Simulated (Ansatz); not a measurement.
## How fast states decay through AsPbBrO2

Aim: relax a made-up compound, AsPbBrO2, and see how good a tunnel barrier it would be. It is built by putting As for Bi in the BiPbBrO2 structure of space group I4mm, with the volume rescaled by atomic radii. The parent structure comes from the Materials Project.

Calculated with Ansatz 0.2.0; PBE DFT, plane waves, PAW files, in the first sound run; inputs show where later runs differ.

The structure was built from a prototype and need not be the compound's stable phase.

**1. Set-up**

The structure is tetragonal, space group I4mm (No. 107). The conventional cell has a = 3.871 Å, b = 3.871 Å, c = 12.736 Å, α = 90.00°, β = 90.00°, γ = 90.00°. Nearest to As lie 4 O at 2.21 Å. Nearest to Pb lie 4 O at 2.35 Å and 4 Br at 3.40 Å. Nearest to Br lie 4 As at 3.36 Å and 4 Pb at 3.40 Å. Nearest to O lie 2 As at 2.21 Å and 2 Pb at 2.35 Å. It derives from BiPbBrO2. As for Bi in the BiPbBrO2 structure of space group I4mm. Farther neighbours and most contacts between anions are not listed.

**2. Cell and atoms at rest**

The substituted atoms don't fit the parent's cell, so cell and atoms relax together. A small smearing keeps the run stable in case the gap closes on the way.

The input, input.yaml:

```yaml
crystal:
  lattice:
    - [-1.935460994, 1.935460994, 6.3679477872]
    - [1.935460994, -1.935460994, 6.3679477872]
    - [1.935460994, 1.935460994, -6.3679477872]
  atoms:
    - { symbol: As, position: [0.340433, 0.340433, 0.0] }
    - { symbol: Pb, position: [0.652174, 0.652174, 0.0] }
    - { symbol: Br, position: [0.99405, 0.99405, 0.0] }
    - { symbol: O, position: [0.756671, 0.256671, 0.5] }
    - { symbol: O, position: [0.256671, 0.756671, 0.5] }
kpoints:
  mp_grid: { grid: [8, 8, 8] }
scf:
  occupations: { method: gaussian, width: 0.03 }
hamiltonian:
  xc: pbe
output:
  forces: true
  stress: true
relax:
  f_tol: 0.02
  max_steps: 60
  cell: {}
```

Command:

```console
$ ansatz run input.yaml --threads 2 --pin off --max-ram 4096MiB --backend cpu --events-out ev --progress --plain --runs-dir out
```

Numbers of over 12 decimals in the logs are rounded to 6 here.

What it wrote:

```text
basis.fft_grid_basis auto: the FFT boxes are laid along the combinations [[1, 0, 1], [0, 1, 1], [0, 0, 1]] of the cell's own vectors, 3.871, 3.871 and 6.931 Å long. The dense box has 27×27×48 points. Along the cell's own vectors, as sized, it would have 48×48×48, 3.16 times as many. Of the 8 symmetry operations that the crystal satisfies within crystal.symmetry.tolerance (time reversal apart; of a slab, those that ke [...]
Engine: ansatz 0.2.0, aarch64-unknown-linux-gnu
Pseudopotentials: kind: paw
Pseudopotential: As, paw, valence charge 15, recommended cutoff 420 eV (normal), As.paw.azcp
Pseudopotential: Pb, paw, valence charge 14, recommended cutoff 420 eV (normal), Pb.paw.azcp
Pseudopotential: Br, paw, valence charge 7, recommended cutoff 420 eV (normal), Br.paw.azcp
Pseudopotential: O, paw, valence charge 6, recommended cutoff 420 eV (normal), O.paw.azcp
Functional definition: PBE
  parameter kappa = 0.804
  parameter beta = 0.066725
  exchange = pbe_x(kappa = kappa, mu = beta*pi^2/3)
  correlation = pbe_c(beta = beta)
Crystal: 5 atoms, lattice volume = 95.418 Å³
Basis set: ecut = 420 eV, 1913 PW (Γ), FFT grids on a1+a3, a2+a3, a3, exchange–correlation on 54×54×96 points (8 copies of the dense FFT grid, shifted against one another)
Bands: 29, of which v1, the nominal top of the filled ones, is band 24 counted from 1 (23 counted from 0)
Symmetry: 8 space group operations
Space group: I4mm (ITA 107), of the structure as read, at distance tolerance 4.6e-5 Å
k-points: 59 of 512 (time reversal used)
Non-local potential: As, projectors of the file, l = 0: 2, l = 1: 2, l = 2: 3, l = 3: 1
Non-local potential: Pb, projectors of the file, l = 0: 2, l = 1: 2, l = 2: 2, l = 3: 2
Non-local potential: Br, projectors of the file, l = 0: 2, l = 1: 2, l = 2: 2
Non-local potential: O, projectors of the file, l = 0: 2, l = 1: 2, l = 2: 1
PAW form: soft (Blöchl's): semilocal exchange-correlation on the pseudo side does not see the compensation charge
PAW one-centre angular grid: As, 590 points (default); XC on 64 Gauss nodes
PAW one-centre angular grid: Pb, 590 points (default); XC on 64 Gauss nodes
PAW one-centre angular grid: Br, 110 points (default); XC on 64 Gauss nodes
PAW one-centre angular grid: O, 110 points (default); XC on 64 Gauss nodes
Initial density: superposition of atomic densities (neutral atoms: chi_scale 0, normalization atom), corrected by the library's trained network
Initial wavefunctions: pseudopotential atomic-orbital guess
Functional: x = pbe(κ = 0.804, μ = 0.219515), c = pbe(β = 0.066725)
SCF iter   1: F=—  HF=-20679.778482 eV  |F-HF|=—  |Δ(HF+E_count)|=         —  Δρ=2.43e-3  dr2=7.19e-3  ethr=1.77e-3  ⟨swp⟩=7.0  Hψ=8126  notcnv=0
preconditioner: auto → Resta (q_TF=auto, 2.433 Å⁻¹)  ε∞=4.4  [insulator: Δε(μ)=0.823 eV  Ē_g=12.640 eV  σ=0.030 eV  W_gap=1.00  n_scr=24 (ndim 8)  ℏωp=23.4 eV  f_vac=0.001  D(μ)=0.00/eV (n_scr^D=0)  ε∞_Penn≈4.4]
SCF iter   2: F=—  HF=-20679.777546 eV  |F-HF|=—  |Δ(HF+E_count)|=   9.36e-4  Δρ=1.39e-3  dr2=2.51e-3  ethr=1.50e-5  ⟨swp⟩=2.0  Hψ=3012  notcnv=0  defer=47
SCF iter   3: F=—  HF=-20679.777436 eV  |F-HF|=—  |Δ(HF+E_count)|=   1.09e-4  Δρ=2.63e-4  dr2=1.36e-4  ethr=5.22e-6  ⟨swp⟩=2.0  Hψ=2414  notcnv=0  defer=47
SCF iter   4: F=—  HF=-20679.777459 eV  |F-HF|=—  |Δ(HF+E_count)|=   2.25e-5  Δρ=8.57e-5  dr2=8.23e-6  ethr=2.83e-7  ⟨swp⟩=2.2  Hψ=2391  notcnv=0  defer=47
SCF iter   5: F=—  HF=-20679.777456 eV  |F-HF|=—  |Δ(HF+E_count)|=   2.87e-6  Δρ=2.27e-5  dr2=5.56e-7  ethr=1.71e-8  ⟨swp⟩=2.6  Hψ=3143  notcnv=0  defer=47
SCF iter   6: F=—  HF=-20679.777456 eV  |F-HF|=—  |Δ(HF+E_count)|=   5.08e-7  Δρ=6.08e-6  dr2=5.01e-8  ethr=2.08e-10  ⟨swp⟩=5.7  Hψ=6941  notcnv=0
SCF iter   7: F=-20679.777456 eV  HF=-20679.777456 eV  |F-HF|=5.01e-9  |Δ(HF+E_count)|=   1.30e-8  Δρ=2.89e-6  dr2=7.71e-9  ethr=1.04e-10  ⟨swp⟩=4.3  Hψ=5698  notcnv=0
SCF 1 converged in 7 iterations: F = -20679.777456 eV  dr2 = 7.71e-9
  greatest PAW one-centre occupation: 1.000 electrons in one spin orbital (limit 2), on the As atom at site 0 (counted from 0), in its partial waves of l = 2
relax step   1: F+E_penalty+E_count = -20679.77745648 eV  Δ(F+E_penalty+E_count) = +0.000e0 eV  max|allowed force component| = 2.081e0 eV/Å  Δτ_max = 0.0000 Å  P = -2.395 GPa  Ω = 95.418 Å³  (7 SCF iters, dr2 threshold 1.00e-7 eV, accepted)
Crystal: 5 atoms, lattice volume = 95.480 Å³
Basis set: ecut = 420 eV, 1873 PW (Γ), FFT grids on a1+a3, a2+a3, a3, exchange–correlation on 54×54×96 points (8 copies of the dense FFT grid, shifted against one another)
Initial density: handed on by an earlier stage of this run
Initial wavefunctions: those handed on with the density
iter 1 solved again at ethr=1.59e-4 eV; its pass at ethr=3.10e-3 eV (dr2=7.63e-2 eV) is discarded
SCF iter   1: F=—  HF=-20680.135681 eV  |F-HF|=—  |Δ(HF+E_count)|=         —  Δρ=1.13e-2  dr2=8.46e-2  ethr=1.59e-4  ⟨swp⟩=1.8  Hψ=10139  notcnv=0
preconditioner: auto → Resta (q_TF=auto, 2.433 Å⁻¹)  ε∞=4.3  [insulator: Δε(μ)=0.956 eV  Ē_g=12.891 eV  σ=0.030 eV  W_gap=1.00  n_scr=24 (ndim 8)  ℏωp=23.4 eV  f_vac=0.006  D(μ)=0.00/eV (n_scr^D=0)  ε∞_Penn≈4.3]
SCF iter   2: F=—  HF=-20680.123046 eV  |F-HF|=—  |Δ(HF+E_count)|=   1.26e-2  Δρ=5.20e-3  dr2=1.77e-2  ethr=1.59e-4  ⟨swp⟩=2.3  Hψ=2457  notcnv=0
SCF iter   3: F=—  HF=-20680.120565 eV  |F-HF|=—  |Δ(HF+E_count)|=   2.48e-3  Δρ=8.43e-4  dr2=6.13e-4  ethr=3.68e-5  ⟨swp⟩=2.4  Hψ=2618  notcnv=0
SCF iter   4: F=—  HF=-20680.120507 eV  |F-HF|=—  |Δ(HF+E_count)|=   5.78e-5  Δρ=2.57e-4  dr2=5.27e-5  ethr=1.28e-6  ⟨swp⟩=2.0  Hψ=3181  notcnv=0
SCF iter   5: F=—  HF=-20680.120497 eV  |F-HF|=—  |Δ(HF+E_count)|=   9.99e-6  Δρ=1.13e-4  dr2=7.62e-6  ethr=1.10e-7  ⟨swp⟩=2.0  Hψ=3038  notcnv=0
SCF iter   6: F=-20680.120503 eV  HF=-20680.120503 eV  |F-HF|=2.61e-7  |Δ(HF+E_count)|=   5.56e-6  Δρ=1.78e-5  dr2=2.87e-7  ethr=1.04e-9  ⟨swp⟩=4.3  Hψ=7673  notcnv=0
SCF 2 converged in 6 iterations: F = -20680.120503 eV  dr2 = 2.87e-7
relax step   2: F+E_penalty+E_count = -20680.12050300 eV  Δ(F+E_penalty+E_count) = -3.430e-1 eV  max|allowed force component| = 5.006e-1 eV/Å  Δτ_max = 0.1708 Å  P = -2.280 GPa  Ω = 95.480 Å³  energy of the carried Pulay correction = -1.019e-4 eV  (6 SCF iters, dr2 threshold 5.00e-7 eV, accepted)
Crystal: 5 atoms, lattice volume = 92.596 Å³
Basis set: ecut = 420 eV, 1825 PW (Γ), FFT grids on a1+a3, a2+a3, a3, exchange–correlation on 54×54×96 points (8 copies of the dense FFT grid, shifted against one another)
iter 1 solved again at ethr=3.37e-5 eV; its pass at ethr=3.10e-3 eV (dr2=1.62e-2 eV) is discarded
SCF iter   1: F=—  HF=-20680.216193 eV  |F-HF|=—  |Δ(HF+E_count)|=         —  Δρ=4.66e-3  dr2=1.64e-2  ethr=3.37e-5  ⟨swp⟩=2.1  Hψ=10625  notcnv=0
preconditioner: auto → Resta (q_TF=auto, 2.445 Å⁻¹)  ε∞=4.2  [insulator: Δε(μ)=1.040 eV  Ē_g=13.219 eV  σ=0.030 eV  W_gap=1.00  n_scr=24 (ndim 8)  ℏωp=23.8 eV  f_vac=0.002  D(μ)=0.00/eV (n_scr^D=0)  ε∞_Penn≈4.2]
SCF iter   2: F=—  HF=-20680.213145 eV  |F-HF|=—  |Δ(HF+E_count)|=   3.05e-3  Δρ=2.34e-3  dr2=4.62e-3  ethr=3.37e-5  ⟨swp⟩=2.9  Hψ=3025  notcnv=0
SCF iter   3: F=—  HF=-20680.212442 eV  |F-HF|=—  |Δ(HF+E_count)|=   7.03e-4  Δρ=4.10e-4  dr2=1.92e-4  ethr=9.62e-6  ⟨swp⟩=2.1  Hψ=2440  notcnv=0
SCF iter   4: F=—  HF=-20680.212436 eV  |F-HF|=—  |Δ(HF+E_count)|=   6.48e-6  Δρ=1.50e-4  dr2=2.51e-5  ethr=4.00e-7  ⟨swp⟩=2.0  Hψ=3067  notcnv=0
SCF iter   5: F=—  HF=-20680.212440 eV  |F-HF|=—  |Δ(HF+E_count)|=   4.51e-6  Δρ=6.81e-5  dr2=3.55e-6  ethr=5.22e-8  ⟨swp⟩=2.0  Hψ=3091  notcnv=0
SCF iter   6: F=-20680.212444 eV  HF=-20680.212444 eV  |F-HF|=1.64e-7  |Δ(HF+E_count)|=   3.97e-6  Δρ=1.12e-5  dr2=1.35e-7  ethr=1.04e-9  ⟨swp⟩=4.0  Hψ=7491  notcnv=0
SCF 3 converged in 6 iterations: F = -20680.212444 eV  dr2 = 1.35e-7
relax step   3: F+E_penalty+E_count = -20680.21244423 eV  Δ(F+E_penalty+E_count) = -9.194e-2 eV  max|allowed force component| = 3.852e-1 eV/Å  Δτ_max = 0.0889 Å  P = +1.005 GPa  Ω = 92.596 Å³  energy of the carried Pulay correction = +4.667e-3 eV  (6 SCF iters, dr2 threshold 5.00e-7 eV, accepted)
[... from here on, the SCF cycles and remarks between the steps are left out ...]
relax step   4: F+E_penalty+E_count = -20680.25524590 eV  Δ(F+E_penalty+E_count) = -4.280e-2 eV  max|allowed force component| = 1.874e-1 eV/Å  Δτ_max = 0.1140 Å  P = +1.198 GPa  Ω = 92.345 Å³  energy of the carried Pulay correction = +5.091e-3 eV  (6 SCF iters, dr2 threshold 5.00e-7 eV, accepted)
relax step   5: F+E_penalty+E_count = -20680.27889793 eV  Δ(F+E_penalty+E_count) = -2.365e-2 eV  max|allowed force component| = 5.871e-2 eV/Å  Δτ_max = 0.1387 Å  P = +0.556 GPa  Ω = 94.990 Å³  energy of the carried Pulay correction = +6.984e-4 eV  (6 SCF iters, dr2 threshold 5.00e-7 eV, accepted)
relax step   6: F+E_penalty+E_count = -20680.27849359 eV  Δ(F+E_penalty+E_count) = +4.043e-4 eV  max|allowed force component| = 2.260e-2 eV/Å  Δτ_max = 0.0101 Å  P = -0.133 GPa  Ω = 95.943 Å³  energy of the carried Pulay correction = -8.542e-4 eV  (6 SCF iters, dr2 threshold 5.00e-7 eV, accepted)
relax step   7: F+E_penalty+E_count = -20680.27889883 eV  Δ(F+E_penalty+E_count) = -4.052e-4 eV  max|allowed force component| = 7.241e-3 eV/Å  Δτ_max = 0.0068 Å  P = -0.017 GPa  Ω = 95.814 Å³  energy of the carried Pulay correction = -6.449e-4 eV  (6 SCF iters, dr2 threshold 7.00e-8 eV, accepted)
relax step   8: F+E_penalty+E_count = -20680.28347149 eV  Δ(F+E_penalty+E_count) = -4.573e-3 eV  max|allowed force component| = 8.101e-3 eV/Å  Δτ_max = 0.0000 Å  P = +0.051 GPa  Ω = 95.814 Å³  stress off target by 2.69e-1 GPa  SCF on the basis re-selected at this cell (its energy is not comparable with the rows above)  (6 SCF iters)
relax step   9: F+E_penalty+E_count = -20680.28341874 eV  Δ(F+E_penalty+E_count) = +5.275e-5 eV  max|allowed force component| = 5.818e-3 eV/Å  Δτ_max = 0.0113 Å  P = +0.034 GPa  Ω = 96.304 Å³  energy of the carried Pulay correction = -8.340e-4 eV  (4 SCF iters, dr2 threshold 1.81e-7 eV, accepted)
relax step  10: F+E_penalty+E_count = -20680.28314148 eV  Δ(F+E_penalty+E_count) = +2.773e-4 eV  max|allowed force component| = 6.512e-3 eV/Å  Δτ_max = 0.0035 Å  P = -0.008 GPa  Ω = 96.482 Å³  energy of the carried Pulay correction = -1.143e-3 eV  (6 SCF iters, dr2 threshold 8.83e-9 eV, accepted)
iter 1 solved again at ethr=2.75e-8 eV; its pass at ethr=3.10e-3 eV (dr2=1.32e-5 eV) is discarded
SCF iter   1: F=—  HF=-20680.284335 eV  |F-HF|=—  |Δ(HF+E_count)|=         —  Δρ=7.80e-5  dr2=4.98e-7  ethr=2.75e-8  ⟨swp⟩=5.0  Hψ=13499  notcnv=0
preconditioner: auto → Resta (q_TF=auto, 2.429 Å⁻¹)  ε∞=4.1  [insulator: Δε(μ)=0.917 eV  Ē_g=13.204 eV  σ=0.030 eV  W_gap=1.00  n_scr=24 (ndim 8)  ℏωp=23.3 eV  f_vac=0.012  D(μ)=0.00/eV (n_scr^D=0)  ε∞_Penn≈4.1]
SCF iter   2: F=—  HF=-20680.284382 eV  |F-HF|=—  |Δ(HF+E_count)|=   4.73e-5  Δρ=3.93e-5  dr2=1.85e-7  ethr=1.04e-9  ⟨swp⟩=2.0  Hψ=2826  notcnv=0
SCF iter   3: F=—  HF=-20680.284394 eV  |F-HF|=—  |Δ(HF+E_count)|=   1.18e-5  Δρ=1.69e-5  dr2=3.13e-8  ethr=3.86e-10  ⟨swp⟩=2.0  Hψ=2245  notcnv=0
SCF iter   4: F=—  HF=-20680.284396 eV  |F-HF|=—  |Δ(HF+E_count)|=   2.35e-6  Δρ=7.98e-7  dr2=2.62e-10  ethr=6.52e-11  ⟨swp⟩=2.1  Hψ=2830  notcnv=0
SCF iter   5: F=-20680.284396 eV  HF=-20680.284396 eV  |F-HF|=1.82e-11  |Δ(HF+E_count)|=  3.57e-10  Δρ=1.65e-7  dr2=3.55e-11  ethr=1.00e-12  ⟨swp⟩=5.3  Hψ=6791  notcnv=0
SCF 11 converged in 5 iterations: F = -20680.284396 eV  dr2 = 3.55e-11
relax step  11: F+E_penalty+E_count = -20680.28439622 eV  Δ(F+E_penalty+E_count) = -1.255e-3 eV  max|allowed force component| = 6.518e-3 eV/Å  Δτ_max = 0.0000 Å  P = -0.003 GPa  Ω = 96.482 Å³  stress off target by 1.51e-2 GPa  SCF on the basis re-selected at this cell (its energy is not comparable with the rows above)  (5 SCF iters)
basis re-selected at this cell: Δ(F+E_penalty+E_count) = -1.255e-3 eV, ΔP = +0.005 GPa vs the last step (what re-selecting the basis moved, of the pressure what is left beyond the Pulay correction that the steps carried, after the strain that the cell walked since its last selection, with what the two solves' SCF thresholds leave and, on support functions, any second-order correction that the steps lacked; it is no m [...]
SCF converged after 5 iterations
Free energy (F): -20680.284396 eV
Harris-Foulkes:  -20680.284396 eV  (|F-HF|=1.82e-11)
Internal energy: -20680.284396 eV  (E = F + TS)
E sigma→0 (E₀):  -20680.284396 eV
Fermi energy:    7.399253 eV
--- Per-component energies (eV) ---
  E_band       = -360.409226
  E_kinetic    = 868.839955
  E_local      = -4704.728386  (includes V_loc(G=0)·N_el)
  E_nonlocal   = -152.740028
  E_hartree    = 2155.144171
  E_xc         = -711.482872
  E_vxc        = -502.437662  (∫ρ·V_xc dr)
  E_paw        = -14799.746218  (= ΣΔE_a)
  E_vpaw       = -179.636133  (= ΣTr[D̂ρ^β])
  E_aug_tail   = 0.004866  (compensation charges beyond the density's cutoff)
  E_ewald      = -3335.575884
  E_smearing   = -0.000000  (= −TS)
  E_closure    = -0.000000  (closes the sum)
  Σ components = -20680.284396   (vs F -20680.284396, Δ=0.00e0)
--- Forces (eV/Å), atoms counted from 1 ---
  atom   1  As     0.00000000    -0.00000000     0.00489355
  atom   2  Pb     0.00000000    -0.00000000     0.00420821
  atom   3  Br     0.00000000     0.00000000     0.00393554
  atom   4  O     -0.00000000     0.00000000    -0.00651722
  atom   5  O      0.00000000     0.00000000    -0.00651722
  max |Σ_I F_I| component: 2.86e-6 eV/Å
--- Stress (GPa, compression-positive) ---
       -0.011829      -0.000000       0.000000
       -0.000000      -0.011829       0.000000
        0.000000       0.000000       0.015122
  P = ⅓ Tr σ = -0.0028 GPa (-0.028 kbar)
--- Relaxed structure (9 steps of the walk, 9 accepted, 2 SCFs on fresh bases) ---
  F+E_penalty+E_count = -20680.28439622 eV   max|allowed force component| = 6.518e-3 eV/Å   (the final SCF, on the basis selected at the relaxed cell)
  cell:  # Å, volume = 96.4817 Å³
    - [-1.892855, 1.892855, 6.732096]
    - [1.892855, -1.892855, 6.732096]
    - [1.892855, 1.892855, -6.732096]
  atoms:
    - { symbol: As, position: [0.320699, 0.320699, 0] }
    - { symbol: Pb, position: [0.643364, 0.643364, 0] }
    - { symbol: Br, position: [1.008754, 1.008754, 0] }
    - { symbol: O, position: [0.763591, 0.263591, 0.500000] }
    - { symbol: O, position: [0.263591, 0.763591, 0.500000] }
```

Run time: 65 s. Hardware: 2 threads of Arm Neoverse V2, shared host; peak memory 0.44 GiB.

Step by step:

```
step  energy less that of the first step (eV)  largest force component (eV/Å)  pressure (GPa)  volume (Å³)
   1                                   0.0000                          2.0813           -2.39        95.42
   2                                  -0.3430                          0.5006           -2.28        95.48
   3                                  -0.4350                          0.3852            1.01        92.60
   4                                  -0.4778                          0.1874            1.20        92.34
   5                                  -0.5014                          0.0587            0.56        94.99
   6                                  -0.5010                          0.0226           -0.13        95.94
   7                                  -0.5014                          0.0072           -0.02        95.81
  8*                                  -0.5060                          0.0081            0.05        95.81
   9                                  -0.5060                          0.0058            0.03        96.30
  10                                  -0.5057                          0.0065           -0.01        96.48
 11*                                  -0.5069                          0.0065            0.00        96.48
```

Relaxation steps marked * repeat the geometry before them on a plane-wave basis chosen anew for their cell, so energy and pressure can jump there.

Forces are held to the 8 operations that the run works with; a distortion that breaks them can't arise in this run.

```
conventional cell, symmetrised  before   after  change
                         a (Å)   3.871   3.786  -2.2 %
                         b (Å)   3.871   3.786  -2.2 %
                         c (Å)  12.736  13.464  +5.7 %
              volume (Å³/atom)   19.08   19.30  +1.1 %
```

The atoms that moved most (Å, as changes of fractional coordinates times the final cell):

```
atom     dx     dy      dz  length
 As1  0.000  0.000  -0.266   0.266
 Br3  0.000  0.000   0.198   0.198
 Pb2  0.000  0.000  -0.119   0.119
  O4  0.000  0.000   0.093   0.093
  O5  0.000  0.000   0.093   0.093
```

The relaxed structure:

```xyz
5
Lattice="-1.8929 1.8929 6.7321 1.8929 -1.8929 6.7321 1.8929 1.8929 -6.7321" Properties=species:S:1:pos:R:3 pbc="T T T"
As    0.0000    0.0000    4.3180
Pb    0.0000    0.0000    8.6624
Br    0.0000    0.0000   13.5821
O     0.0000    1.8929    3.5490
O     1.8929    0.0000    3.5490
```

This step gave:

- free energy: -20680.2844 eV
- Fermi energy: 7.399 eV
- pressure: -0.002845 GPa

The largest force component on a free atom ends at 0.0065 eV/Å.

(Continued in part 2 of 4.)

[Logs are printed without paths, hosts, clocks, repeated set-up lines and the standing remarks that a program may print on its own settings, such as how far it seeks lower states.]

[Hosts, paths, dates, database ids (printed as entryN), source tags and the programs' standing remarks are cut or masked in the printed files.]
